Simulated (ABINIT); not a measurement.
Records of electronic-structure calculations.

```
! title: A GW chain in ABINIT: AgCl (Fm-3m)
! method: RPA screening on PBE, plane waves, norm-conserving pseudopotentials (and 2 further levels or steps)
! program: ABINIT 10.8.3
! settings: cutoff 37 Ha, PseudoDojo scalar-relativistic 0.4.1 standard, norm-conserving, potential set dojo-sr-pbe-0.4.1-standard, ngkpt (4, 4, 4), nband 127, ecuteps 6 Ha, inclvkb 2, shiftk (0, 0, 0), symchi 1, awtr 1, frequency ppm, 4×4×4 k-mesh
! cost: 5 runs, 2.2 min in all on 4 MPI ranks of Arm Neoverse V1, shared host
! notes:  Limits: d shell near the gap, gap tends to lie low; no spin-orbit coupling. The 4×4×4 mesh is coarse for this cell, which bears on the long-range parts of exchange and screening.
! PBE gap: 0.92 eV, indirect
! G0W0 gap on the mesh: 2.16 eV
! GW settings: 4×4×4 mesh, 127 bands, screening to 163.3 eV, Godby-Needs plasmon pole
! known limits: short of the basis limit; d shell near the gap, gap tends to lie low; no spin-orbit coupling; coarse k mesh
CELL_PARAMETERS angstrom
0.00000 2.79850 2.79850
2.79850 0.00000 2.79850
2.79850 2.79850 0.00000
ATOMIC_POSITIONS crystal
Ag 0.00000 0.00000 0.00000
Cl 0.50000 0.50000 0.50000
```

[Long decimals in the printed logs are rounded to 6 places.]

[Logs are printed without paths, hosts, clocks, repeated set-up lines and the standing remarks that a program may print on its own settings, such as how far it seeks lower states.]

[Paths, hosts, dates, memory and timing lines, banners, echoed tables and standing remarks are left out of the program output; an Ansatz launch command may be rebuilt from the run's recorded settings. Measured values are a selection of at most five: reports struck by readers or far from the other reports are left out. None is set beside runs whose start may be inverted or whose files or cutoffs have a known fault.]

[Runs of the session that timed out or met a known fault of the program may be left out.]

[Hosts, paths, dates, database ids (printed as entryN), source tags and the programs' standing remarks are cut or masked in the printed files.]

[G0W0 gaps are taken among the corrected bands and points alone; a level outside them can change the order at an edge.]

[Where Ansatz stands beside ABINIT at settings called matched, ABINIT's density can come from a denser mesh and the files from another edition; pairs whose starting gaps differed by over 0.03 eV were left out, so agreement reads better than it is.]
